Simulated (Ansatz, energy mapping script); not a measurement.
# VSe in a distorted zinc-blende structure: exchange couplings from total energies, part 2 of 2

Wanted: the magnetic order of VSe in a distorted zinc-blende structure, its couplings and an estimate of its ordering temperature, by PBE+U (1.28 eV).

PBE with U = 1.28 eV on V d, ortho-atomic projectors; plane waves, U on orthogonalised atomic orbitals unless named otherwise, collinear spin, no spin–orbit coupling.

So far. Step 4 (Compensated +− start in cell A (4 atoms)): The run ends antiferromagnetic, 166.31 meV a magnetic atom above the parallel order of its cell, a difference that unlike orbital or electronic states can set, not exchange alone (energies taken at zero occupation width, not the printed F). Step 5 (Order 3: parallel, cell B of 4 atoms): The run ends ferromagnetic.

### 6. Order 4: compensated +−, cell B of 4 atoms

This order reverses 2 of the 6 neighbours at 4.03 Å, 4 of the 6 neighbours at 4.19 Å and 6 of the 6 neighbours at 5.82 Å, counted for an average magnetic atom.

Input file input.yaml:

```yaml
crystal:
  lattice:
    - [-2.850924394, -0.110797161, -2.850924394]
    - [2.850924394, -2.850924394, -0.110797161]
    - [-3.072518716, -2.850924394, 5.812645949]
  atoms:
    - { symbol: V, position: [0.994351903, 0.508472146, 0.502824048], spin: 2.0 }
    - { symbol: V, position: [0.994351903, 0.008472146, 0.002824049], spin: -2.0 }
    - { symbol: Se, position: [0.255648097, 0.616527854, 0.872175951] }
    - { symbol: Se, position: [0.255648097, 0.116527854, 0.372175952] }
magnetization:
  spin_polarized: true
kpoints:
  mp_grid: { grid: [12, 12, 12] }
hamiltonian:
  xc: pbe
  hubbard:
    sites:
      - { species: V, l: d, u_eff: 1.28 }
      - { site: 0, l: d, u_eff: 1.28, starting_ns: [{ spin: up, occupation_matrix: v1_major }, { spin: down, occupation_matrix: v1_minor }] }
      - { site: 1, l: d, u_eff: 1.28, starting_ns: [{ spin: up, occupation_matrix: v1_minor }, { spin: down, occupation_matrix: v1_major }] }
    projectors: ortho-atomic
    occupation_matrices:
      v1_major:
        matrix:
          - [0.924, -0.012, 0.012, 0.0, 0.024]
          - [-0.012, 0.529, 0.046, -0.021, -0.046]
          - [0.012, 0.046, 0.529, -0.021, 0.046]
          - [0.0, -0.021, -0.021, 0.924, 0.0]
          - [0.024, -0.046, 0.046, 0.0, 0.529]
      v1_minor:
        matrix:
          - [0.036, 0.002, -0.002, 0.0, -0.004]
          - [0.002, 0.094, -0.004, 0.004, 0.004]
          - [-0.002, -0.004, 0.094, 0.004, -0.004]
          - [0.0, 0.004, 0.004, 0.036, 0.0]
          - [-0.004, 0.004, -0.004, 0.0, 0.094]
scf:
  occupations: { method: fermi_dirac, width: 0.05 }
output:
  eigenvalues: true
```

Command:

```sh
ansatz run input.yaml --threads 4 --pin off --max-ram 8192MiB --backend cpu --events-out ev --progress --plain --runs-dir out
```

Numbers of over 12 decimals in the logs are rounded to 6 here.

The program printed:

```text
[...]
Crystal: 4 atoms, lattice volume = 98.087 Å³
Basis set: ecut = 420 eV, 1891 PW (Γ)
Bands: 38, of which v1, the nominal top of the filled ones, is band 29 counted from 1 (28 counted from 0)
Symmetry: 1 space group operations
k-points: 868 of 1728 (time reversal used)
[...]
Starting moments: Σ|m| = 4 μB on 2 of 4 sites
[...]
k-point 0 ↑: bands = [... 25 lower, 5.6049, 7.2426, 7.3417, 9.0990, 9.8891, 9.9607, 10.2447, 10.8589, ... 5 higher]
  k-point 1 ↑: bands = [... 25 lower, 5.6044, 7.2368, 7.3366, 9.1123, 9.9517, 9.9601, 10.2349, 10.8726, ... 5 higher]
  k-point 2 ↑: bands = [... 25 lower, 5.6049, 7.2211, 7.3228, 9.1555, 9.9583, 10.1145, 10.2186, 10.9117, ... 5 higher]
  k-point 867 ↓: bands = [... 25 lower, 5.4785, 7.4521, 7.4759, 8.0713, 8.9635, 9.0919, 10.2181, 10.7859, ... 5 higher]
Occupation matrices written to <dir>
[key lines of the parts left out:]
SCF converged after 20 iterations
Magnetization: -0.0000 μB (29.0000 up, 29.0000 down)
Free energy (F): -16762.265932 eV
Fermi energy:    8.645046 eV
```

Elapsed: 6.3 min, on 4 threads of Arm Neoverse V1, shared host; peak memory 4.9 GiB; 25 min of CPU time.

The run ends antiferromagnetic, 112.26 meV a magnetic atom above the parallel order of its cell, a difference that unlike orbital or electronic states can set, not exchange alone (energies taken at zero occupation width, not the printed F).

### 7. Run 5 (parallel; cell C, 4 atoms)

A new cell needs its own zero of energy.

This run holds the same structure in another cell (a 4.033 → 4.189 Å, b 4.033 → 4.189 Å, c 7.166 → 6.894 Å, α 92.5 → 72.3°, β 105.0 → 72.3°, γ 117.4 → 60.0°).

Input file input.yaml:

```yaml
crystal:
  lattice:
    - [0.0, 2.961721555, 2.961721555]
    - [2.961721555, 2.961721555, 0.0]
    - [-2.740127233, 5.701848788, -2.740127233]
  atoms:
    - { symbol: V, position: [0.002824048, 0.002824048, 0.991527854], spin: 2.0 }
    - { symbol: V, position: [0.502824048, 0.502824048, 0.491527854], spin: 2.0 }
    - { symbol: Se, position: [0.372175952, 0.372175952, 0.883472146] }
    - { symbol: Se, position: [0.872175951, 0.872175951, 0.383472146] }
magnetization:
  spin_polarized: true
kpoints:
  mp_grid: { grid: [11, 11, 11] }
hamiltonian:
  xc: pbe
  hubbard:
    sites:
      - { species: V, l: d, u_eff: 1.28 }
      - { site: 0, l: d, u_eff: 1.28, starting_ns: [{ spin: up, occupation_matrix: v1_major }, { spin: down, occupation_matrix: v1_minor }] }
      - { site: 1, l: d, u_eff: 1.28, starting_ns: [{ spin: up, occupation_matrix: v1_major }, { spin: down, occupation_matrix: v1_minor }] }
    projectors: ortho-atomic
    occupation_matrices:
      v1_major:
        matrix:
          - [0.924, -0.012, 0.012, 0.0, 0.024]
          - [-0.012, 0.529, 0.046, -0.021, -0.046]
          - [0.012, 0.046, 0.529, -0.021, 0.046]
          - [0.0, -0.021, -0.021, 0.924, 0.0]
          - [0.024, -0.046, 0.046, 0.0, 0.529]
      v1_minor:
        matrix:
          - [0.036, 0.002, -0.002, 0.0, -0.004]
          - [0.002, 0.094, -0.004, 0.004, 0.004]
          - [-0.002, -0.004, 0.094, 0.004, -0.004]
          - [0.0, 0.004, 0.004, 0.036, 0.0]
          - [-0.004, 0.004, -0.004, 0.0, 0.094]
scf:
  occupations: { method: fermi_dirac, width: 0.05 }
output:
  eigenvalues: true
```

The program printed:

```text
[...]
Crystal: 4 atoms, lattice volume = 98.087 Å³
Basis set: ecut = 420 eV, 1893 PW (Γ)
Bands: 38, of which v1, the nominal top of the filled ones, is band 29 counted from 1 (28 counted from 0)
Symmetry: 4 space group operations
k-points: 366 of 1331 (time reversal used)
[...]
Starting moments: Σ|m| = 4 μB on 2 of 4 sites
[...]
k-point 0 ↑: bands = [... 25 lower, 5.2091, 7.2263, 7.2264, 7.5175, 7.5175, 8.5711, 9.5219, 9.7981, ... 5 higher]
  k-point 1 ↑: bands = [... 25 lower, 5.1537, 7.2238, 7.2238, 7.4996, 7.4996, 8.6119, 9.5872, 9.8311, ... 5 higher]
  k-point 2 ↑: bands = [... 25 lower, 5.0018, 7.2178, 7.2178, 7.4517, 7.4517, 8.7311, 9.7514, 9.9237, ... 5 higher]
  k-point 365 ↓: bands = [... 25 lower, 5.7522, 9.3448, 10.4668, 10.7099, 10.8653, 11.1370, 11.2260, 11.4027, ... 5 higher]
Occupation matrices written to <dir>
[key lines of the parts left out:]
SCF converged after 16 iterations
Magnetization: 6.0000 μB (32.0000 up, 26.0000 down)
Free energy (F): -16762.489897 eV
Fermi energy:    8.870732 eV
```

It took 2.2 min on 4 threads; peak memory 2.2 GiB.

The run ends ferromagnetic. For each magnetic atom its energy differs from the parallel run of the first cell by 0.19 meV, an error that one common reference would have brought in.

### 8. Run 6 (compensated +−; cell C, 4 atoms)

This order reverses 6 of the 6 neighbours at 4.03 Å, 0 of the 6 neighbours at 4.19 Å and 6 of the 6 neighbours at 5.82 Å, counted for an average magnetic atom.

input.yaml: that of step 7 with these lines changed.

```diff
@@ -7,3 +7,3 @@
     - { symbol: V, position: [0.002824048, 0.002824048, 0.991527854], spin: 2.0 }
-    - { symbol: V, position: [0.502824048, 0.502824048, 0.491527854], spin: 2.0 }
+    - { symbol: V, position: [0.502824048, 0.502824048, 0.491527854], spin: -2.0 }
     - { symbol: Se, position: [0.372175952, 0.372175952, 0.883472146] }
@@ -20,3 +20,3 @@
       - { site: 0, l: d, u_eff: 1.28, starting_ns: [{ spin: up, occupation_matrix: v1_major }, { spin: down, occupation_matrix: v1_minor }] }
-      - { site: 1, l: d, u_eff: 1.28, starting_ns: [{ spin: up, occupation_matrix: v1_major }, { spin: down, occupation_matrix: v1_minor }] }
+      - { site: 1, l: d, u_eff: 1.28, starting_ns: [{ spin: up, occupation_matrix: v1_minor }, { spin: down, occupation_matrix: v1_major }] }
     projectors: ortho-atomic
```

The program printed:

```text
[...]
Crystal: 4 atoms, lattice volume = 98.087 Å³
Basis set: ecut = 420 eV, 1893 PW (Γ)
Bands: 38, of which v1, the nominal top of the filled ones, is band 29 counted from 1 (28 counted from 0)
Symmetry: 2 space group operations
k-points: 366 of 1331 (time reversal used)
[...]
Starting moments: Σ|m| = 4 μB on 2 of 4 sites
[...]
k-point 0 ↑: bands = [... 25 lower, 5.4482, 7.3165, 7.3165, 9.3167, 9.9072, 10.1804, 10.1804, 11.0037, ... 5 higher]
  k-point 1 ↑: bands = [... 25 lower, 5.3911, 7.3083, 7.3083, 9.3351, 9.9953, 10.1664, 10.1664, 11.0284, ... 5 higher]
  k-point 2 ↑: bands = [... 25 lower, 5.2984, 7.2864, 7.2864, 9.3958, 10.1317, 10.1317, 10.2290, 11.0929, ... 5 higher]
  k-point 365 ↓: bands = [... 25 lower, 5.5293, 7.3986, 7.5913, 7.8719, 8.8701, 9.0532, 10.2019, 10.5694, ... 5 higher]
Occupation matrices written to <dir>
[key lines of the parts left out:]
SCF converged after 17 iterations
Magnetization: 0.0000 μB (29.0000 up, 29.0000 down)
Free energy (F): -16762.240245 eV
Fermi energy:    8.718616 eV
```

Elapsed: 64 s, on 4 threads; peak memory 2 GiB; 4.2 min of CPU time.

The run ends antiferromagnetic, 125.19 meV a magnetic atom above the parallel order of its cell, a difference that unlike orbital or electronic states can set, not exchange alone (energies taken at zero occupation width, not the printed F).

### 9. Parallel start in cell D (6 atoms)

The parallel order again, as the reference for this cell.

Input file input.yaml:

```yaml
crystal:
  lattice:
    - [0.0, 2.961721555, 2.961721555]
    - [5.812645949, 0.110797161, -0.110797161]
    - [-2.740127233, 2.740127233, -5.701848788]
  atoms:
    - { symbol: V, position: [0.996234602, 0.001882699, 0.992469204], spin: 2.0 }
    - { symbol: V, position: [0.662901269, 0.668549366, 0.325802537], spin: 2.0 }
    - { symbol: V, position: [0.329567935, 0.335216032, 0.659135871], spin: 2.0 }
    - { symbol: Se, position: [0.837098731, 0.581450634, 0.674197463] }
    - { symbol: Se, position: [0.503765398, 0.248117301, 0.007530796] }
    - { symbol: Se, position: [0.170432065, 0.914783968, 0.340864129] }
magnetization:
  spin_polarized: true
kpoints:
  mp_grid: { grid: [10, 7, 10] }
hamiltonian:
  xc: pbe
  hubbard:
    sites:
      - { species: V, l: d, u_eff: 1.28 }
      - { site: 0, l: d, u_eff: 1.28, starting_ns: [{ spin: up, occupation_matrix: v1_major }, { spin: down, occupation_matrix: v1_minor }] }
      - { site: 1, l: d, u_eff: 1.28, starting_ns: [{ spin: up, occupation_matrix: v1_major }, { spin: down, occupation_matrix: v1_minor }] }
      - { site: 2, l: d, u_eff: 1.28, starting_ns: [{ spin: up, occupation_matrix: v1_major }, { spin: down, occupation_matrix: v1_minor }] }
    projectors: ortho-atomic
    occupation_matrices:
      v1_major:
        matrix:
          - [0.924, -0.012, 0.012, 0.0, 0.024]
          - [-0.012, 0.529, 0.046, -0.021, -0.046]
          - [0.012, 0.046, 0.529, -0.021, 0.046]
          - [0.0, -0.021, -0.021, 0.924, 0.0]
          - [0.024, -0.046, 0.046, 0.0, 0.529]
      v1_minor:
        matrix:
          - [0.036, 0.002, -0.002, 0.0, -0.004]
          - [0.002, 0.094, -0.004, 0.004, 0.004]
          - [-0.002, -0.004, 0.094, 0.004, -0.004]
          - [0.0, 0.004, 0.004, 0.036, 0.0]
          - [-0.004, 0.004, -0.004, 0.0, 0.094]
scf:
  occupations: { method: fermi_dirac, width: 0.05 }
output:
  eigenvalues: true
```

The program printed:

```text
[...]
Crystal: 6 atoms, lattice volume = 147.131 Å³
Basis set: ecut = 420 eV, 2847 PW (Γ)
Bands: 56, of which v1, the nominal top of the filled ones, is band 44 counted from 1 (43 counted from 0)
Symmetry: 3 space group operations
k-points: 352 of 700 (time reversal used)
[...]
Starting moments: Σ|m| = 6 μB on 3 of 6 sites
[...]
k-point 0 ↑: bands = [... 40 lower, 7.2265, 7.4330, 7.4330, 7.5116, 7.5116, 8.0220, 8.0220, 8.9622, ... 8 higher]
  k-point 1 ↑: bands = [... 40 lower, 7.2296, 7.3543, 7.4122, 7.4988, 7.6116, 7.9257, 8.1363, 8.9369, ... 8 higher]
  k-point 2 ↑: bands = [... 40 lower, 7.2428, 7.2739, 7.3527, 7.5445, 7.6365, 7.8261, 8.3457, 8.8352, ... 8 higher]
  k-point 351 ↓: bands = [... 40 lower, 10.0573, 10.4659, 10.5120, 10.7093, 10.8622, 11.0166, 11.2065, 11.2581, ... 8 higher]
Occupation matrices written to <dir>
[key lines of the parts left out:]
SCF converged after 16 iterations
Magnetization: 9.0000 μB (48.0000 up, 39.0000 down)
Free energy (F): -25143.736561 eV
Fermi energy:    8.871310 eV
```

Elapsed: 6.1 min, on 4 threads; peak memory 4.2 GiB.

The run ends ferromagnetic. For each magnetic atom its energy differs from the parallel run of the first cell by -0.59 meV, an error that one common reference would have brought in.

### 10. Run 8 (uncompensated ++−; cell D, 6 atoms)

This order reverses 4 of the 6 neighbours at 4.03 Å, 2.67 of the 6 neighbours at 4.19 Å and 2.67 of the 6 neighbours at 5.82 Å, counted for an average magnetic atom.

input.yaml: that of step 9 with these lines changed.

```diff
@@ -8,3 +8,3 @@
     - { symbol: V, position: [0.662901269, 0.668549366, 0.325802537], spin: 2.0 }
-    - { symbol: V, position: [0.329567935, 0.335216032, 0.659135871], spin: 2.0 }
+    - { symbol: V, position: [0.329567935, 0.335216032, 0.659135871], spin: -2.0 }
     - { symbol: Se, position: [0.837098731, 0.581450634, 0.674197463] }
@@ -23,3 +23,3 @@
       - { site: 1, l: d, u_eff: 1.28, starting_ns: [{ spin: up, occupation_matrix: v1_major }, { spin: down, occupation_matrix: v1_minor }] }
-      - { site: 2, l: d, u_eff: 1.28, starting_ns: [{ spin: up, occupation_matrix: v1_major }, { spin: down, occupation_matrix: v1_minor }] }
+      - { site: 2, l: d, u_eff: 1.28, starting_ns: [{ spin: up, occupation_matrix: v1_minor }, { spin: down, occupation_matrix: v1_major }] }
     projectors: ortho-atomic
```

The program printed:

```text
[...]
Crystal: 6 atoms, lattice volume = 147.131 Å³
Basis set: ecut = 420 eV, 2847 PW (Γ)
Bands: 56, of which v1, the nominal top of the filled ones, is band 44 counted from 1 (43 counted from 0)
Symmetry: 1 space group operations
k-points: 352 of 700 (time reversal used)
[...]
Starting moments: Σ|m| = 6 μB on 3 of 6 sites
[...]
k-point 0 ↑: bands = [... 40 lower, 7.2957, 7.4919, 7.6758, 7.9858, 8.2975, 8.8693, 9.5039, 9.6986, ... 8 higher]
  k-point 1 ↑: bands = [... 40 lower, 7.2927, 7.4656, 7.6460, 7.9747, 8.3726, 8.8950, 9.5018, 9.6474, ... 8 higher]
  k-point 2 ↑: bands = [... 40 lower, 7.2841, 7.3983, 7.5862, 7.9432, 8.5636, 8.9601, 9.4642, 9.6860, ... 8 higher]
  k-point 351 ↓: bands = [... 40 lower, 7.7806, 8.1238, 8.5085, 9.0708, 10.0457, 10.2265, 10.4975, 10.6839, ... 8 higher]
Occupation matrices written to <dir>
[key lines of the parts left out:]
SCF converged after 23 iterations
Magnetization: 2.7786 μB (44.8893 up, 42.1107 down)
Free energy (F): -25143.325334 eV
Fermi energy:    8.676045 eV
```

Run time: 6.3 min. Hardware: 4 threads; peak memory 4.3 GiB.

The run ends ferrimagnetic, 135.85 meV a magnetic atom above the parallel order of its cell, a difference that unlike orbital or electronic states can set, not exchange alone (energies taken at zero occupation width, not the printed F).

### 11. The fit

Each energy difference is a sum of couplings weighted by the pairs that the order reverses. A few near shells are fitted to the differences by least squares. Energies are those extrapolated to zero occupation width, not the free energies F.

The orders that converged (zero: parallel moments in the same cell):

| order | atoms | energy (meV a magnetic atom) | moments (μB) | moments kept as typed | opposed neighbours at 4.03, 4.19, 5.82 Å |
| --- | --- | --- | --- | --- | --- |
| parallel in cell A | 4 | 0.00 | 2.49 | yes | 0, 0, 0 |
| compensated +− in cell A | 4 | 166.31 | 2.22 | yes | 4, 4, 0 |
| parallel in cell B | 4 | 0.00 | 2.49 | yes | 0, 0, 0 |
| compensated +− in cell B | 4 | 112.26 | 2.29 | yes | 2, 4, 6 |
| parallel in cell C | 4 | 0.00 | 2.49 | yes | 0, 0, 0 |
| compensated +− in cell C | 4 | 125.19 | 2.29 | yes | 6, 0, 6 |
| parallel in cell D | 6 | 0.00 | 2.49 | yes | 0, 0, 0 |
| uncompensated ++− in cell D | 6 | 135.85 | 2.24 to 2.30 | yes | 4, 2.67, 2.67 |

Fitted to E = −Σ J e·e over ordered pairs of unit vectors (J > 0 favours parallel moments):

```
pair  distance (Å)  neighbours  J (meV)
 V–V          4.03           6     11.2
 V–V          4.19           6     9.57
 V–V          5.82           6   -0.761
```

### 12. What came out

```yaml
couplings: not to be trusted
```

What this shows: Between the runs the occupations of the corrected shell change by more than 0.2 electrons in one orbital, or the parallel runs differ in their moments. Whether a run was caught in another orbital state or the shell answers to the reversal itself, the energy differences hold more than the exchange of fixed moments, so a Heisenberg reading is in doubt. The cell was built from a prototype and relaxed; a distortion that needs a larger cell, or another structure that the compound may prefer, is not captured.

[Logs and program files are shortened in this print: banners, set-up blocks, solver, clock and traceback lines can be left out without a mark of their own.]

[Logs are printed without paths, hosts, clocks, repeated set-up lines and the standing remarks that a program may print on its own settings, such as how far it seeks lower states.]

[Hosts, paths, dates, database ids (printed as entryN), source tags and the programs' standing remarks are cut or masked in the printed files.]

[Where a cell is said to come from a database of computed structures, the database is the Materials Project.]
